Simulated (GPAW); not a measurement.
Records of electronic-structure calculations.

**Quasiparticle gap of As (buckled honeycomb monolayer) in GPAW**

The cell holds 2 atoms: 2 As. Its edges and angles: a = 3.517 Å, b = 3.517 Å, c = 12.300 Å, α = 90.0°, β = 90.0°, γ = 120.0°. Vacuum lies along c.

```
method               : DFT, LDA, plane waves, PAW (and 1 further level or step)
program              : GPAW 26.7.0
settings of one run  : cutoff 550 eV, GPAW PAW setups 1.2.1 data release, 9×9×1 k-mesh
cost                 : 4 runs, 7.3 min in all on 4 MPI ranks of Arm Neoverse V1, shared host (the runs of this entry)
notes                : Values taken over the cell’s volume include its vacuum. The start is a generated structure, not a measured one. Limits: no spin-orbit coupling. Bands and cutoff are finite, so the gap is not at the basis limit. The miss can reach some tenths of an eV and take either sign; the mesh is an error of its own.
LDA gap              : 1.41 eV, indirect
G0W0 gap on the mesh : 2.34 eV
GW settings          : 12×12×1 mesh, 139 bands, screening to 60 eV, full frequency, Hilbert transform
known limits         : not at the basis limit; no spin-orbit coupling
```

G0W0 moves the gap on the mesh from 1.41 eV to 2.34 eV (+0.92 eV), with Z of 0.75 and 0.76 at the edges. Only 2 of the mesh's irreducible points were corrected, so a valley elsewhere could overtake.

[Paths, hosts, dates, memory and timing lines, banners, echoed tables and standing remarks are left out of the program output.]

[Logs are printed without paths, hosts, clocks, repeated set-up lines and the standing remarks that a program may print on its own settings, such as how far it seeks lower states.]

[Runs of the session that timed out or met a known fault of the program may be left out.]

[Hosts, paths, dates, database ids (printed as entryN), source tags and the programs' standing remarks are cut or masked in the printed files.]
